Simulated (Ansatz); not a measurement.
# Grüneisen parameters and expansion of Pt (Fm-3m), part 2 of 3

Aim: how the vibrations of Pt shift with volume, and the expansion that follows.

Ansatz 0.2.0; DFT LDA, scalar-relativistic, plane waves, PAW; PAW set soft_1.

So far. Step 2 (Probe on a coarse mesh): The start is under -6.9 GPa at this level and looks like a metal on this mesh. Step 4 (Relaxing to small residual forces and stress): The residual pressure is 3.0e-4 GPa, small enough for phonons.

## Step 5: Phonons, V/V0 1

The same q-mesh and k-mesh are kept at every volume, so that much of their error can cancel in the differences.

Contents of input.yaml:

```yaml
crystal:
  lattice:
    - [0.0, 1.9466893132, 1.9466893132]
    - [1.9466893132, 0.0, 1.9466893132]
    - [1.9466893132, 1.9466893132, 0.0]
  atoms:
    - { symbol: Pt, position: [0.0, 0.0, 0.0] }
kpoints:
  mp_grid: { grid: [20, 20, 20] }
hamiltonian:
  xc: lda
  pseudopotentials: { kind: paw, azcp: { folder: soft_1 }, xc_functional: pbe }
scf:
  occupations: { method: methfessel_paxton, width: 0.2 }
  lower_state_search: "off"
output:
  eigenvalues: true
phonons:
  method: dfpt
  qmesh: [4, 4, 4]
  temperatures: { t_max: 1000, t_step: 50 }
  qpath:
    path:
      - [[0.0, 0.0, 0.0], [0.5, 0.0, 0.5], [0.625, 0.25, 0.625]]
      - [[0.375, 0.375, 0.75], [0.0, 0.0, 0.0], [0.5, 0.5, 0.5], [0.5, 0.25, 0.75], [0.5, 0.0, 0.5]]
    npoints: 10
```

Run with:

```
$ ansatz run input.yaml --threads 8 --pin off --max-ram 16384MiB --backend cpu --events-out ev --progress --plain --runs-dir out
```

Numbers of over 12 decimals in the logs are rounded to 6 here.

What it wrote:

```text
[...]
Crystal: 1 atoms, lattice volume = 14.754 Å³
Basis set: ecut = 420 eV, 283 PW (Γ), exchange–correlation on 40×40×40 points (8 copies of the dense FFT grid, shifted against one another)
Bands: 13, of which v1, the nominal top of the filled ones, is band 9 counted from 1 (8 counted from 0)
Symmetry: 48 space group operations
k-points: 256 of 8000
[...]
SCF iter   1: F=—  HF=-12246.695747 eV  |F-HF|=—  |Δ(HF+E_count)|=         —  Δρ=9.37e-2  dr2=1.19e0  ethr=3.10e-3  ⟨swp⟩=4.9  Hψ=16195  notcnv=0
[...]
SCF iter   8: F=-12246.277518 eV  HF=-12246.277518 eV  |F-HF|=1.82e-12  |Δ(HF+E_count)|=  9.09e-12  S|Δr|=    0.00e0  Δρ=2.61e-8  dr2=6.90e-14  ethr=1.00e-12  ⟨swp⟩=5.0  Hψ=12696  notcnv=0
SCF 1 converged in 8 iterations: F = -12246.277518 eV  dr2 = 6.90e-14
[...]
NSCF: frozen V_eff on 256 k-points
[...]
DFPT response loops at q = (0, 0, 0) (fractional): preconditioner auto → Kerker (q_TF=auto, 2.820 Å⁻¹) (partly filled bands, converged f_vac=0.000); β = 1.00, the filter's whole step (`scf.mixing.beta` (0.50) is not read by the response loops under this deck's `scf.mixing.preconditioner`; to damp them name `kerker` or `kerker_dos`, under which they read `scf.mixing.beta`, and type it under 1.00, their step now; both keys bind the ground state too); Broyden in place of MSR1
[...]
SCF converged after 8 iterations
[...]
Free energy (F): -12246.277518 eV
[...]
Internal energy: -12246.276556 eV  (E = F + TS)
E sigma→0 (E₀):  -12246.277278 eV
Entropy (-TS):   -0.000962 eV (-0.962 meV/atom)
Fermi energy:    23.729113 eV
[...]
--- Band table (eV; the first three rows and the last of 256) ---
  k-point 0: bands = [... 5 lower, 19.7631, 19.7631, 19.7631, 22.0360, 22.0360, 38.3142, 43.3148, 43.3148]
  k-point 1: bands = [... 5 lower, 19.7156, 19.8054, 19.8054, 22.0116, 22.0116, 38.4772, 42.7666, 43.4739]
  k-point 2: bands = [... 5 lower, 19.5898, 19.9195, 19.9195, 21.9548, 21.9548, 38.9319, 41.5667, 43.9395]
  k-point 255: bands = [... 5 lower, 18.9760, 18.9760, 21.6291, 24.2440, 30.8799, 32.0847, 32.0847, 35.9818]
--- Phonons (Γ-DFPT): 1 representative perturbation + reference (Σ response iterations 3) ---
  ASR residual: 3.427e-5 → 0.000e0 eV/Å²; symmetrization residual: 1.586e-12 eV/Å²
  ASR residual per site (eV/Å²): 3.43e-5
  Γ frequencies (cm⁻¹): 0.00 0.00 0.00
--- Phonons (arbitrary-q DFPT): 8 irreducible q on the 4×4×4 mesh ---
  q = [0.0000, 0.0000, 0.0000] (star 1, of the zone-centre solve; hermiticity 1.53e-8, symmetrization 4.38e-8): -0.00 -0.00 -0.00
  q = [0.0000, 0.0000, 0.2500] (star 8, 1 solved perturbation on 4200 of 8000 k-point pairs; hermiticity 7.43e-14, symmetrization 5.44e-13): 56.45 56.45 138.70
[...]
q = [0.0000, 0.2500, 0.2500] (star 6, 2 solved perturbations in 3420 linear systems a pass and spin channel, the states on 2210 of 8000 k-point pairs; hermiticity 4.59e-14, symmetrization 2.23e-13): 82.62 82.62 143.33
[...]
sum rule: each row above includes the acoustic sum rule's correction from the zone centre's row sums; it moved no ω² by more than (0.22 cm⁻¹)²
  mesh force constants: q→R imaginary residual 0.00e0; ASR residual 3.427e-5 → 0.000e0 eV/Å²; symmetrization residual 7.105e-15 eV/Å²
  interpolated dispersion: 62 rows × 3 modes
  density of states and harmonic sums: on the 28×28×28 q-mesh, interpolated from the force constants of a 4×4×4 supercell (no non-analytic term)
  largest difference from the sums on the solved wave vectors: F 1.43e-2 eV, S 1.84e-5 and C_V 4.18e-6 eV/K
  zero-point energy: 0.023285 eV/cell   skipped modes (ω ≤ 0): 3   left out of the sums: 4.56e-5 of the cell's modes: C_V's classical limit lies that fraction below 3 k_B per atom; for a crystal, a wire or a layer, F and S can be off by more, and a phonons.interpolated_qmesh denser along its periods is the remedy for the sampling
```

The job ended after 76 s (8 threads of Arm Neoverse V2, shared host; peak memory 3.7 GiB).

This step gave:

```
Γ frequencies                            : 0, 0, 0 cm⁻¹ (negative: imaginary)
lowest frequency on the path             : 0 cm⁻¹
zero-point energy                        : 0.02329 eV/cell
highest frequency                        : 203.9 cm⁻¹
Debye temperature from the second moment : 246 K
```

No LO-TO term. The phonon branches at the labelled points (cm⁻¹):

```csv
point,branch 1,branch 2,branch 3
Γ,0,0,0
halfway,83,83,143
X,132,132,199
halfway,129,136,193
U,119,149,176
jump to K,119,149,176
halfway,54,86,155
Γ,0,0,0
halfway,56,56,139
L,98,98,204
halfway,104,127,186
W,118,161,161
halfway,126,140,187
X,132,132,199
```

The phonon branches as a text plot (rows in cm⁻¹):

```
    200 |           ***                         *****          **
    191 |         **   **                      *     *        *
    183 |        *       *                    *       **     *
    174 |                 *  **                         *   *
    166 |       *           *  *                         * *
    157 |                  *    *            *           ***
    149 |                **                             *   *
    140 |      *        *   *               *          *     **
    132 |           ****         *                            ***
    123 |    **   **    ***  **                       *     **
    115 |        *                         *         *   ***
    106 |                  *   *  **               ** ***
     98 |       *           *                   ******
     89 |   *                   *         *    *
     81 |      *             **               *
     72 |                           *        *
     64 |  * **                * *
     55 |                       *        *  *
     47 |   *                     **       *
     38 |                        *   *
     30 | **                      ***   * *
     21 |                           *    *
     13 | *                          *  *
      4 |*                            **
         Γ           X  U|K            Γ         L        W     X
```

Tetrahedra on 28 28 28, mean over bins of 2 cm⁻¹. Phonon density of states against wavenumber; read off at these points:

```csv
wavenumber (cm⁻¹),phonon density of states (1/cm⁻¹/cell)
10.0,3.1e-4
20.0,0.00127
30.0,0.00275
40.0,0.00448
50.0,0.00638
60.0,0.00853
70.0,0.0111
80.0,0.0146
90.0,0.0204
100.0,0.0359
110.0,0.0322
120.0,0.0270
130.0,0.0210
140.0,0.0165
150.0,0.0126
160.0,0.00595
170.0,0.0192
180.0,0.0339
183.0,0.0362
190.0,0.0187
200.0,0.00416
```

Harmonic. Thermo, by row:

```csv
T (K),F_vib (meV/atom),S (J/mol-atom/K),C_V (J/mol-atom/K)
0,23.29,0,0
50,22.48,5.105,10.19
100,17.13,15.39,18.93
150,6.9,23.73,21.93
200,-7.15,30.23,23.17
250,-24.22,35.48,23.79
300,-43.76,39.85,24.13
350,-65.4,43.58,24.34
400,-88.85,46.84,24.48
450,-113.9,49.73,24.57
500,-140.3,52.33,24.64
550,-168.1,54.68,24.7
600,-197,56.83,24.73
650,-226.9,58.81,24.77
700,-257.9,60.64,24.79
750,-289.8,62.35,24.81
800,-322.5,63.96,24.82
850,-356.1,65.46,24.84
900,-390.3,66.88,24.85
950,-425.4,68.23,24.86
1000,-461,69.5,24.87
```

Phonopy on the run's constants, 21x21x21 mesh, Gaussian sigma 2.0 cm⁻¹. Table of modes, Pt by wavenumber; read off at these points:

```csv
wavenumber (cm⁻¹),"modes, Pt (1/cm⁻¹/cell)"
-10.0,0
-5.0,4.7e-6
0.0,5.9e-5
5.0,3.6e-5
10.0,4.5e-4
15.0,4.9e-4
20.0,0.00182
25.0,0.00158
30.0,0.00355
35.0,0.00287
40.0,0.00505
45.0,0.00508
50.0,0.00617
55.0,0.00791
60.0,0.00689
65.0,0.0113
70.0,0.00989
75.0,0.0146
80.0,0.0139
85.0,0.0170
90.0,0.0198
95.0,0.0271
100.0,0.0349
101.0,0.0359
105.0,0.0316
110.0,0.0320
115.0,0.0324
120.0,0.0257
125.0,0.0248
130.0,0.0208
135.0,0.0197
140.0,0.0140
145.0,0.0164
145.7,0.0165
150.0,0.0114
155.0,0.00983
160.0,0.00820
165.0,0.0106
170.0,0.0198
175.0,0.0289
180.0,0.0333
181.8,0.0345
185.0,0.0326
190.0,0.0193
195.0,0.0112
200.0,0.00460
205.0,6.2e-4
210.0,4.3e-6
215.0,0
```

No mode is imaginary beyond numerical noise at the solved wavevectors.

## Step 6: Single point at a scaled cell, V/V0 1.015

Symmetry fixes every atom, so a single point at the scaled cell gives the energy and pressure of this member.

input.yaml, the sections that differ from step 5:

```yaml
crystal:
  lattice:
    - [0.0, 1.9563744941, 1.9563744941]
    - [1.9563744941, 0.0, 1.9563744941]
    - [1.9563744941, 1.9563744941, 0.0]
  atoms:
    - { symbol: Pt, position: [0.0, 0.0, 0.0] }
output:
  forces: true
  stress: true
  eigenvalues: true
# kpoints, hamiltonian, scf: as in step 5
# phonons: removed
```

What it wrote:

```text
[...]
Crystal: 1 atoms, lattice volume = 14.976 Å³
Basis set: ecut = 420 eV, 283 PW (Γ)
Bands: 13, of which v1, the nominal top of the filled ones, is band 9 counted from 1 (8 counted from 0)
Symmetry: 48 space group operations
[...]
k-points: 256 of 8000
[...]
SCF iter   1: F=—  HF=-12246.699127 eV  |F-HF|=—  |Δ(HF+E_count)|=         —  Δρ=9.34e-2  dr2=1.22e0  ethr=3.10e-3  ⟨swp⟩=4.9  Hψ=16149  notcnv=0
[...]
SCF iter   6: F=-12246.274436 eV  HF=-12246.274436 eV  |F-HF|=3.45e-9  |Δ(HF+E_count)|=   6.84e-8  S|Δr|=    0.00e0  Δρ=5.55e-6  dr2=4.04e-9  ethr=5.56e-10  ⟨swp⟩=4.6  Hψ=12813  notcnv=0
SCF 1 converged in 6 iterations: F = -12246.274436 eV  dr2 = 4.04e-9
[...]
SCF converged after 6 iterations
[...]
Free energy (F): -12246.274436 eV
[...]
Internal energy: -12246.273324 eV  (E = F + TS)
E sigma→0 (E₀):  -12246.274158 eV
Entropy (-TS):   -0.001111 eV (-1.111 meV/atom)
Fermi energy:    23.258487 eV
[...]
--- Stress (GPa, compression-positive) ---
       -4.403461      -0.000000       0.000000
        0.000000      -4.403461       0.000000
        0.000000       0.000000      -4.403461
  P = ⅓ Tr σ = -4.4035 GPa (-44.035 kbar)
--- Band table (eV; the first three rows and the last of 256) ---
  k-point 0: bands = [... 5 lower, 19.3876, 19.3876, 19.3876, 21.6064, 21.6064, 37.8867, 42.8041, 42.8041]
  k-point 1: bands = [... 5 lower, 19.3414, 19.4289, 19.4289, 21.5828, 21.5828, 38.0454, 42.2570, 42.9591]
  k-point 2: bands = [... 5 lower, 19.2190, 19.5406, 19.5406, 21.5279, 21.5279, 38.4882, 41.0579, 43.4133]
  k-point 255: bands = [... 5 lower, 18.6178, 18.6178, 21.2153, 23.7580, 30.3026, 31.5368, 31.5368, 35.3803]
```

Wall time 1 s (8 threads); peak memory 0.32 GiB; 3.2 s of CPU time.

Numbers from this step:

* pressure: -4.403 GPa
* volume per atom: 14.98 Å³/atom

The run ends at a pressure of -4.40 GPa.

## Step 7: Lattice dynamics at this volume, V/V0 1.015

Phonons at this volume give one point of F(V, T); meshes stay fixed along the series.

input.yaml, the sections that differ from step 6:

```yaml
output:
  eigenvalues: true
phonons:
  method: dfpt
  qmesh: [4, 4, 4]
  temperatures: { t_max: 1000, t_step: 50 }
  qpath:
    path:
      - [[0.0, 0.0, 0.0], [0.5, 0.0, 0.5], [0.625, 0.25, 0.625]]
      - [[0.375, 0.375, 0.75], [0.0, 0.0, 0.0], [0.5, 0.5, 0.5], [0.5, 0.25, 0.75], [0.5, 0.0, 0.5]]
    npoints: 10
# crystal, kpoints, hamiltonian, scf: as in step 6
```

What it wrote:

```text
[...]
Crystal: 1 atoms, lattice volume = 14.976 Å³
Basis set: ecut = 420 eV, 283 PW (Γ), exchange–correlation on 40×40×40 points (8 copies of the dense FFT grid, shifted against one another)
Bands: 13, of which v1, the nominal top of the filled ones, is band 9 counted from 1 (8 counted from 0)
Symmetry: 48 space group operations
k-points: 256 of 8000
[...]
k-point 255: bands = [... 5 lower, 18.6177, 18.6177, 21.2152, 23.7579, 30.3026, 31.5368, 31.5368, 35.3803]
[...]
ASR residual: 3.167e-5 → 0.000e0 eV/Å²; symmetrization residual: 4.244e-12 eV/Å²
  ASR residual per site (eV/Å²): 3.17e-5
  Γ frequencies (cm⁻¹): 0.00 0.00 0.00
--- Phonons (arbitrary-q DFPT): 8 irreducible q on the 4×4×4 mesh ---
[...]
interpolated dispersion: 62 rows × 3 modes
[...]
[key lines of the parts left out:]
SCF converged after 8 iterations
Free energy (F): -12246.274436 eV
Fermi energy:    23.258431 eV
```

Elapsed: 77 s, on 8 threads; peak memory 3.7 GiB; 9 min of CPU time.

No LO-TO term. The phonon branches at the labelled points (cm⁻¹):

```csv
point,branch 1,branch 2,branch 3
Γ,0,0,0
halfway,79,79,138
X,127,127,191
halfway,124,130,185
U,115,142,169
jump to K,115,142,169
halfway,52,81,149
Γ,0,0,0
halfway,54,54,133
L,95,95,196
halfway,100,122,178
W,112,155,155
halfway,120,134,180
X,127,127,191
```

The phonon branches as a text plot (rows in cm⁻¹):

```
    192 |           ***                         *****          **
    184 |         **   **                      *     *        *
    175 |        *       *                    *       **     *
    167 |                 *  **                         *   *
    159 |       *           *  *                         * *
    151 |                  *    *            *           ***
    143 |                **                             *   *
    135 |      *        *   *               *          *     **
    126 |           ****         *                            ***
    118 |    **   **    ***  **                       *     **
    110 |        *                         *         *   ***
    102 |                  *   *  **               ** ***
     94 |       *           *                   ******
     86 |   *                             *    *
     78 |      *             ** *             *
     69 |                           *        *
     61 |  * **                * *
     53 |                       *        *  *
     45 |   *                     **       *
     37 |                        *   *
     29 | **                      ***   * *
     20 |                           *    *
     12 | *                          *  *
      4 |*                            **
         Γ           X  U|K            Γ         L        W     X
```

No mode is imaginary beyond numerical noise at the solved wavevectors.

## Step 8: A cell at another volume, V/V0 0.985

Symmetry fixes every atom, so a single point at the scaled cell gives the energy and pressure of this member.

input.yaml, the sections that differ from step 7:

```yaml
crystal:
  lattice:
    - [0.0, 1.9369067897, 1.9369067897]
    - [1.9369067897, 0.0, 1.9369067897]
    - [1.9369067897, 1.9369067897, 0.0]
  atoms:
    - { symbol: Pt, position: [0.0, 0.0, 0.0] }
output:
  forces: true
  stress: true
  eigenvalues: true
# kpoints, hamiltonian, scf: as in step 7
# phonons: removed
```

What it wrote:

```text
[...]
Crystal: 1 atoms, lattice volume = 14.533 Å³
Basis set: ecut = 420 eV, 283 PW (Γ)
Bands: 13, of which v1, the nominal top of the filled ones, is band 9 counted from 1 (8 counted from 0)
Symmetry: 48 space group operations
[...]
k-points: 256 of 8000
[...]
--- Band table (eV; the first three rows and the last of 256) ---
  k-point 0: bands = [... 5 lower, 20.1496, 20.1496, 20.1496, 22.4787, 22.4787, 38.7527, 43.8382, 43.8382]
  k-point 1: bands = [... 5 lower, 20.1007, 20.1928, 20.1928, 22.4534, 22.4534, 38.9200, 43.2889, 44.0013]
  k-point 2: bands = [... 5 lower, 19.9714, 20.3095, 20.3095, 22.3945, 22.3945, 39.3873, 42.0878, 44.4790]
  k-point 255: bands = [... 5 lower, 19.3450, 19.3450, 22.0551, 24.7453, 31.4748, 32.6496, 32.6496, 36.6019]
[key lines of the parts left out:]
SCF converged after 6 iterations
Free energy (F): -12246.274233 eV
Fermi energy:    24.214379 eV
P = ⅓ Tr σ = 4.8420 GPa (48.420 kbar)
```

Wall time 0.57 s (8 threads); peak memory 0.32 GiB.

The run ends at a pressure of 4.84 GPa.

## Step 9: Phonons, V/V0 0.985

Phonons at this volume give one point of F(V, T); meshes stay fixed along the series.

input.yaml, the sections that differ from step 8:

```yaml
output:
  eigenvalues: true
phonons:
  method: dfpt
  qmesh: [4, 4, 4]
  temperatures: { t_max: 1000, t_step: 50 }
  qpath:
    path:
      - [[0.0, 0.0, 0.0], [0.5, 0.0, 0.5], [0.625, 0.25, 0.625]]
      - [[0.375, 0.375, 0.75], [0.0, 0.0, 0.0], [0.5, 0.5, 0.5], [0.5, 0.25, 0.75], [0.5, 0.0, 0.5]]
    npoints: 10
# crystal, kpoints, hamiltonian, scf: as in step 8
```

What it wrote:

```text
[...]
Crystal: 1 atoms, lattice volume = 14.533 Å³
Basis set: ecut = 420 eV, 283 PW (Γ), exchange–correlation on 40×40×40 points (8 copies of the dense FFT grid, shifted against one another)
Bands: 13, of which v1, the nominal top of the filled ones, is band 9 counted from 1 (8 counted from 0)
Symmetry: 48 space group operations
k-points: 256 of 8000
[...]
k-point 255: bands = [... 5 lower, 19.3449, 19.3449, 22.0550, 24.7452, 31.4748, 32.6496, 32.6496, 36.6018]
[...]
ASR residual: 3.517e-5 → 0.000e0 eV/Å²; symmetrization residual: 7.579e-13 eV/Å²
  ASR residual per site (eV/Å²): 3.52e-5
  Γ frequencies (cm⁻¹): 0.00 0.00 0.00
--- Phonons (arbitrary-q DFPT): 8 irreducible q on the 4×4×4 mesh ---
[...]
interpolated dispersion: 62 rows × 3 modes
[...]
[key lines of the parts left out:]
SCF converged after 8 iterations
Free energy (F): -12246.274233 eV
Fermi energy:    24.214316 eV
```

The job ended after 75 s (8 threads; peak memory 3.6 GiB; 8.8 min of CPU time).

No LO-TO term. The phonon branches at the labelled points (cm⁻¹):

```csv
point,branch 1,branch 2,branch 3
Γ,0,0,0
halfway,86,86,149
X,137,137,207
halfway,134,142,201
U,124,155,183
jump to K,124,155,183
halfway,56,90,161
Γ,0,0,0
halfway,59,59,145
L,102,102,212
halfway,108,133,194
W,123,168,168
halfway,131,146,195
X,137,137,207
```

The phonon branches as a text plot (rows in cm⁻¹):

```
    208 |           ***                         *****          **
    199 |         **   **                      *     *        *
    190 |        *       *                    *       **     *
    181 |                 *  **                         *   *
    172 |       *          **  *                         ***
    163 |                  *    *            *           * *
    155 |                ** *                           *   *
    146 |      *       **                   *          *     **
    137 |           ****         *                    *       ***
    128 |    **   **    **   **                            ***
    119 |        *        *                *         *  ***
    110 |                  *   *  **               ** **
    102 |       *           *                   ******
     93 |   *                   *         *    *
     84 |      *             **               *
     75 |                           *        *
     66 |  * **                * *
     57 |                       *        *  *
     49 |   *                     **       *
     40 |                        *   *
     31 | **                      ***   * *
     22 |                           *    *
     13 | *                          *  *
      4 |*                            **
         Γ           X  U|K            Γ         L        W     X
```

No mode is imaginary beyond numerical noise at the solved wavevectors.

## Step 10: A cell at another volume, V/V0 1.03

Symmetry fixes every atom, so a single point at the scaled cell gives the energy and pressure of this member.

input.yaml, the sections that differ from step 9:

```yaml
crystal:
  lattice:
    - [0.0, 1.9659647184, 1.9659647184]
    - [1.9659647184, 0.0, 1.9659647184]
    - [1.9659647184, 1.9659647184, 0.0]
  atoms:
    - { symbol: Pt, position: [0.0, 0.0, 0.0] }
output:
  forces: true
  stress: true
  eigenvalues: true
# kpoints, hamiltonian, scf: as in step 9
# phonons: removed
```

What it wrote:

```text
[...]
Crystal: 1 atoms, lattice volume = 15.197 Å³
Basis set: ecut = 420 eV, 307 PW (Γ)
Bands: 13, of which v1, the nominal top of the filled ones, is band 9 counted from 1 (8 counted from 0)
Symmetry: 48 space group operations
[...]
k-points: 256 of 8000
[...]
--- Band table (eV; the first three rows and the last of 256) ---
  k-point 0: bands = [... 5 lower, 19.0224, 19.0224, 19.0224, 21.1892, 21.1892, 37.4690, 42.3051, 42.3051]
  k-point 1: bands = [... 5 lower, 18.9775, 19.0629, 19.0629, 21.1663, 21.1663, 37.6243, 41.7593, 42.4567]
  k-point 2: bands = [... 5 lower, 18.8584, 19.1723, 19.1723, 21.1133, 21.1133, 38.0552, 40.5610, 42.8994]
  k-point 255: bands = [... 5 lower, 18.2697, 18.2697, 20.8131, 23.2865, 29.7419, 31.0053, 31.0053, 34.7967]
[key lines of the parts left out:]
SCF converged after 6 iterations
Free energy (F): -12246.265538 eV
Fermi energy:    22.801707 eV
P = ⅓ Tr σ = -8.4062 GPa (-84.062 kbar)
```

The job ended after 0.55 s (8 threads; peak memory 0.32 GiB).

The run ends at a pressure of -8.41 GPa.

[end of part 2 of 3]

[Logs are printed without paths, hosts, clocks, repeated set-up lines and the standing remarks that a program may print on its own settings, such as how far it seeks lower states.]

[Hosts, paths, dates, database ids (printed as entryN), source tags and the programs' standing remarks are cut or masked in the printed files.]

[A step with changed settings may run another functional than the one named; its input shows which.]

[Of the runs on displaced cells, only some may be shown.]
